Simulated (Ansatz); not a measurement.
In doubt: one-shot GW on d or f shells is unsure, so the values of those runs are not to be relied on.

Rows from a G0W0 calculation on Cs2InAgBr6 (Fm-3m) (Ansatz 0.2.0; G0W0 on r2SCAN, plane waves, PAW; 2×2×2 mesh, 461 empty bands, screening to 72 eV, hard PAW files), in eV. Spin-orbit coupling is left out.

```csv
row,Σx,Σc,Vxc,Z
A,-10.12,-3.34,-13.97,0.79
B,-6.38,-3.68,-10.45,0.80
C,-26.50,3.20,-22.97,0.76
D,-20.02,2.76,-16.60,0.76
E,-4.44,-3.44,-8.07,0.82
```

Q: Which rows are filled states and which are empty ones, and how can one tell?

Filled: C and D. Empty: A, B and E. The sign of Σc tells: for a filled state bare exchange, which holds its interaction with itself, lies below Vxc (Σx − Vxc is -3.4 eV or lower here) and screening gives part back as a positive Σc. For an empty state Σx lies above Vxc (+3.6 eV or more) and the Coulomb hole leaves Σc negative.

[Paths, hosts, dates, memory and timing lines, banners, echoed tables and standing remarks are left out of the program output.]

[Logs are printed without paths, hosts, clocks, repeated set-up lines and the standing remarks that a program may print on its own settings, such as how far it seeks lower states.]

[Runs of the session that timed out or met a known fault of the program may be left out.]

[Cells called generated may have been cut or substituted from an entry of the Crystallography Open Database or the Materials Project.]

[Hosts, paths, dates, database ids (printed as entryN), source tags and the programs' standing remarks are cut or masked in the printed files.]
